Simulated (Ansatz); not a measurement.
# HfScAl4: relaxing a made-up structure, part 2 of 2

Starting from a made-up structure for HfScAl4, the aim is the relaxed cell, its shortest contacts and, where a second run follows, its electronic structure.

Ansatz 0.2.0; DFT, PBE, plane-wave PAW, files of the set soft_1, scalar-relativistic, no spin, cell and ions relaxed at zero pressure; PAW set soft_1 (the session's first sound run).

So far: Starting point; Relaxation of the guess.

**3. Bands of the relaxed cell**

A second self-consistent run takes a narrower smearing and the mesh shown in its input; the bands follow along the standard path of the relaxed lattice.

This step: DFT, PBE, plane-wave PAW, files of the set soft_1, scalar-relativistic, no spin, bands and density of states at the relaxed cell; PAW set soft_1 (Ansatz 0.2.0).

File input.yaml:

```yaml
crystal:
  lattice:
    - [2.6583939368, 1.5348244552, 4.3419627028]
    - [-2.6583939368, 1.5348244552, 4.3419627028]
    - [0.0, -3.0696489099, 4.3419627029]
  atoms:
    - { symbol: Hf, position: [0.7529591747, 0.7529591747, 0.7529591747] }
    - { symbol: Sc, position: [0.0029459497, 0.0029459497, 0.0029459497] }
    - { symbol: Al, position: [0.8775441203, 0.3780839976, 0.3780839976] }
    - { symbol: Al, position: [0.37808272, 0.37808272, 0.37808272] }
    - { symbol: Al, position: [0.3780839976, 0.8775441203, 0.3780839976] }
    - { symbol: Al, position: [0.3780839976, 0.3780839976, 0.8775441203] }
kpoints:
  mp_grid: { grid: [8, 8, 8] }
  band_path:
    path:
      - [[0.0, 0.0, 0.0], [0.5, 0.5, 0.0], [0.5, 0.75, 0.25], [0.375, 0.75, 0.375], [0.0, 0.0, 0.0], [0.0, 0.5, 0.0], [0.375, 0.625, 0.0], [0.5, 0.75, 0.25], [0.0, 0.5, 0.0], [0.375, 0.75, 0.375]]
      - [[0.375, 0.625, 0.0], [0.5, 0.5, 0.0]]
    npoints: 8
scf:
  occupations: { method: fermi_dirac, width: 0.03 }
  n_extra_bands: 10
hamiltonian:
  xc: pbe
  pseudopotentials: { kind: paw, azcp: { folder: soft_1 } }
output:
  forces: true
  stress: true
  write_bands: true
  dos: { projected: true }
  write_density: true
  write_potential: true
  elf: true
  volumetric_format: npy
```

Run with:

```
ansatz run input.yaml --threads 4 --pin off --max-ram 10240MiB --backend cpu --events-out ev --progress --plain --runs-dir out
```

Numbers of over 12 decimals in the logs are rounded to 6 here.

Log:

```text
[...]
Crystal: 6 atoms, lattice volume = 106.296 Å³
Basis set: ecut = 420 eV, 2085 PW (Γ), exchange–correlation on 72×72×72 points (8 copies of the dense FFT grid, shifted against one another)
Bands: 35, of which v1, the nominal top of the filled ones, is band 25 counted from 1 (24 counted from 0)
Symmetry: 6 space group operations
[...]
k-points: 65 of 512 (time reversal used)
[...]
SCF iter   1: F=—  HF=-20011.120632 eV  |F-HF|=—  |Δ(HF+E_count)|=         —  Δρ=2.74e-2  dr2=9.25e-1  ethr=3.10e-3  ⟨swp⟩=6.0  Hψ=9426  notcnv=0
[...]
SCF iter   8: F=-20010.786788 eV  HF=-20010.786788 eV  |F-HF|=8.59e-9  |Δ(HF+E_count)|=   4.33e-7  Δρ=3.47e-6  dr2=7.04e-9  ethr=2.04e-10  ⟨swp⟩=13.6  Hψ=16982  notcnv=0
SCF 1 converged in 8 iterations: F = -20010.786788 eV  dr2 = 7.04e-9
  Residual-converged pass: ⟨swp⟩=1.1  Hψ=2539  notcnv=0  max |occ|·‖R‖ = 7.1e-9 eV (tolerance 1.0e-8 eV)  dr2=7.04e-9  dr2_onsite=5.09e-8  max |Δocc| = 3.3e-13
[...]
NSCF: frozen V_eff on 82 k-points
SCF converged after 8 iterations
Free energy (F): -20010.786788 eV
[...]
Internal energy: -20010.780049 eV  (E = F + TS)
E sigma→0 (E₀):  -20010.783418 eV
Entropy (-TS):   -0.006739 eV (-1.123 meV/atom)
Fermi energy:    10.854581 eV
[...]
--- Forces (eV/Å), atoms counted from 1 ---
  atom   1  Hf    -0.00000000    -0.00000000    -0.00048380
  atom   2  Sc     0.00000000     0.00000000     0.00017652
  atom   3  Al    -0.00392779    -0.00226771    -0.00162823
  atom   4  Al     0.00000000     0.00000000     0.00519292
  atom   5  Al     0.00392779    -0.00226771    -0.00162823
  atom   6  Al     0.00000000     0.00453542    -0.00162823
  max |Σ_I F_I| component: 9.49e-7 eV/Å
--- Stress (GPa, compression-positive) ---
       -0.051711       0.000000      -0.000000
        0.000000      -0.051711      -0.000000
        0.000000      -0.000000      -0.082122
  P = ⅓ Tr σ = -0.0618 GPa (-0.618 kbar)
--- Band table (eV; the first three rows and the last of 65) ---
  k-point 0: bands = [... 21 lower, 8.2630, 8.2630, 8.6447, 8.6447, 10.5940, 12.9225, 12.9228, 12.9228, ... 6 higher]
  k-point 1: bands = [... 21 lower, 8.2983, 9.0284, 9.0619, 9.0624, 11.1143, 12.5399, 12.9431, 12.9434, ... 6 higher]
  k-point 2: bands = [... 21 lower, 8.4688, 9.6728, 9.6736, 9.9776, 11.5999, 12.3796, 12.9906, 12.9907, ... 6 higher]
  k-point 64: bands = [... 21 lower, 8.7666, 9.9175, 10.3092, 10.3092, 12.3898, 12.3898, 12.6762, 13.5062, ... 6 higher]
```

Run time: 3.6 s. Hardware: 4 threads of AMD EPYC 9B45 (Zen 5), shared host; peak memory 0.65 GiB; 14 s of CPU time.

This step gave:

```
free energy             : -20010.7868 eV
energy at zero smearing : -20010.7834 eV
smearing term TS        : 0.006739 eV
pressure                : -0.06185 GPa
```

bands.tsv at the labelled points (eV, zero at the Fermi level; the bands that come nearest the Fermi level along the path):

| point | band 21 | band 22 | band 23 | band 24 | band 25 | band 26 | band 27 | band 28 |
| --- | --- | --- | --- | --- | --- | --- | --- | --- |
| Γ | -2.59 | -2.59 | -2.59 | -2.21 | -2.21 | -0.26 | 2.07 | 2.07 |
| X | -3.85 | -0.36 | 0.14 | 0.22 | 0.22 | 0.44 | 0.66 | 0.89 |
| W | -1.99 | -1.74 | -1.68 | -0.02 | 0.18 | 0.61 | 0.97 | 1.77 |
| K | -2.05 | -1.12 | -0.94 | -0.44 | 0.33 | 0.66 | 0.93 | 1.21 |
| Γ | -2.59 | -2.59 | -2.59 | -2.21 | -2.21 | -0.26 | 2.07 | 2.07 |
| L | -2.09 | -2.09 | -0.94 | -0.55 | -0.54 | 1.53 | 1.54 | 1.82 |
| U | -2.05 | -1.12 | -0.94 | -0.44 | 0.33 | 0.66 | 0.93 | 1.21 |
| W | -1.99 | -1.74 | -1.68 | -0.02 | 0.18 | 0.61 | 0.97 | 1.77 |
| L | -2.09 | -2.09 | -0.94 | -0.55 | -0.54 | 1.53 | 1.54 | 1.82 |
| K | -2.05 | -1.12 | -0.94 | -0.44 | 0.33 | 0.66 | 0.93 | 1.21 |
| U | -2.05 | -1.12 | -0.94 | -0.44 | 0.33 | 0.66 | 0.93 | 1.21 |
| X | -3.85 | -0.36 | 0.14 | 0.22 | 0.22 | 0.44 | 0.66 | 0.89 |

States per cell as run, both spins, in windows of 1 eV, from dos.tsv (zero at the Fermi level):

```csv
from,to,total
-8,-7,1.11
-7,-6,0.71
-6,-5,1.38
-5,-4,2.21
-4,-3,1.97
-3,-2,3.07
-2,-1,3.34
-1,0,3.37
0,1,2.82
1,2,4.48
2,3,3.91
3,4,5.81
```

A further 31.9 states lie below the table's range.

Valence density in the ac plane of the conventional cell at fractional y = 0.000, with atoms of Hf and Sc and Al within 0.2 Å of it. It is the smooth field of the valence electrons, not physical close to the nuclei.

Ten steps, logarithmic in the rise over the least value, from '0' (0 e/Å³) to '9' (40 e/Å³), each cell a mean:
```
542000000000135
210000000000001
000000000000000
000000000000000
531000000000125
973100000000259
862000000000148
210000000000012
000000000000000
000000000000000
000000000000000
000000000000000
000000000000000
000000000000000
000000000000000
000000000000000
000000000000000
000000000000000
000000000000000
000000000000000
000000000000000
000000000000000
421000000000013
652000000000146
```
Columns run along a (5.3 Å), rows up along c (13.0 Å), edges of the conventional cell, whose origin can differ from the input's. Atoms in or near the plane, at fractional coordinates: Hf at (0.00, 0.75), Sc at (0.00, 0.00), Al at (0.00, 0.38), Al at (0.50, 0.88).

ELF in the ac plane of the conventional cell at fractional y = 0.000, with atoms of Hf and Sc and Al within 0.2 Å of it. It is the smooth field of the valence electrons, not physical close to the nuclei.

Ten even steps from '0' (0.10) to '9' (0.85), each cell a mean:
```
563036777741156
320255433553112
223564020166432
112465100365311
751146656652136
995125676641279
984135545541269
321245323453113
224665322466532
567666544566765
666546777654566
566556777765666
567766555666766
246765333456752
204764333456620
015764333457730
567765434466765
666666656666666
666546777654566
667666666666676
346666444567654
002455323455310
541145434442025
264025666641264
```
Columns run along a (5.3 Å), rows up along c (13.0 Å), edges of the conventional cell, whose origin can differ from the input's. Atoms in or near the plane, at fractional coordinates: Hf at (0.00, 0.75), Sc at (0.00, 0.00), Al at (0.00, 0.38), Al at (0.50, 0.88).

Electrostatic potential energy in the ac plane of the conventional cell at fractional y = 0.000, with atoms of Hf and Sc and Al within 0.2 Å of it. With pseudopotentials it is smooth inside the atoms' cores, unlike the true potential.

Values in eV, 24 rows by 15 columns, each cell a mean:
```
-23 -20  -6   7  11  11  10   9   9  11  12  10   2 -15 -23
 -4   1   7  10  10   4  -2  -2  -2   1   8  11   9   4  -2
 10  11  12  12   8  -3   3  12   9  -3   3  11  12  11  10
  5   7  10  11   9  -1  -1   6   3  -4   5  11  11   8   5
-19 -14  -2   8  10   9   4   1   2   7  10   9   4  -9 -17
-11 -21 -14   3  10  12  12  11  12  12  12   8  -5 -21 -16
-18 -21 -10   5  11  12  12  12  12  12  12   9  -2 -18 -20
 -8  -3   5  10  12  12  12  11  11  12  12  11   8   1  -6
 10  10  11  11  12  12  12  11  11  12  12  11  11  11  10
 12  10   8   5   5   8  10  12  11   9   6   4   6   9  11
 10   7   1  -5  -5   1   9  11  10   5  -3  -5  -3   5   9
 10   8   3  -2  -2   4   9  12  11   7   0  -3   0   6   9
  7   8   9   8   9  10  11  12  12  11   9   9   8   8   8
 -2  -2   4  10  12  12  11  11  11  12  12  11   8   0  -3
 11   3  -3   8  12  12  11  11  11  12  12  11   2  -3  10
  6  -2  -1   9  12  12  12  11  11  12  12  11   4  -4   3
  0   3   8  10  11  12  12  12  12  12  12  11   9   5   1
 10   9   7   4   5   8  11  12  11   9   6   4   6   8   9
 10   7   1  -5  -5   1   9  11  10   5  -3  -5  -3   5   9
 11   9   3  -2  -2   4   9  11  11   7   0  -2   0   7  10
 12  11  10   9   9  10  11  12  11  11  10   9  10  11  11
  7   8  10  12  12  12  11  11  11  12  12  12  11   9   7
-16 -10   2   9  12  12  11  11  11  12  12  11   6  -4 -14
-23 -23 -11   6  11  12  12  12  12  12  12   9  -1 -20 -23
```
Columns run along a (5.3 Å; values clipped at the 3rd and 97th percentile), rows up along c (13.0 Å), edges of the conventional cell, whose origin can differ from the input's. Atoms in or near the plane, at fractional coordinates: Hf at (0.00, 0.75), Sc at (0.00, 0.00), Al at (0.00, 0.38), Al at (0.50, 0.88).

**4. What came out**

```json
{
 "space group, relaxed": "F-43m",
 "conventional cell": "a = 7.520, b = 7.520, c = 7.520 Å; α = 90.0°, β = 90.0°, γ = 90.0°",
 "volume per atom": "17.72 Å³ (guess 17.05)"
}
```

What this shows: HfScAl4 relaxes to F-43m with a = 7.520, b = 7.520 and c = 7.520 Å. The guessed volume was 4 % too small. The symmetry rose from R3m to F-43m, so the distortion of the structure type doesn't survive with these elements. Bands cross the Fermi level, so it is a metal or semimetal at this level. The electron count is odd, which forces that without spin polarisation or a larger cell. On the 8×8×8 mesh with the narrower smearing (relaxed on 6×6×6) the largest force component is 0.005 eV/Å and the largest stress component is 0.082 GPa, against the relaxation's thresholds of 0.015 eV/Å and 0.05 GPa. The cutoff wasn't tested. Spin-orbit coupling is left out, which can matter for elements this heavy. No dispersion term is used, so weakly bound directions may come out too long. Nothing here tests whether the compound is stable against decomposition.

[Logs are printed without paths, hosts, clocks, repeated set-up lines and the standing remarks that a program may print on its own settings, such as how far it seeks lower states.]

[Hosts, paths, dates, database ids (printed as entryN), source tags and the programs' standing remarks are cut or masked in the printed files.]
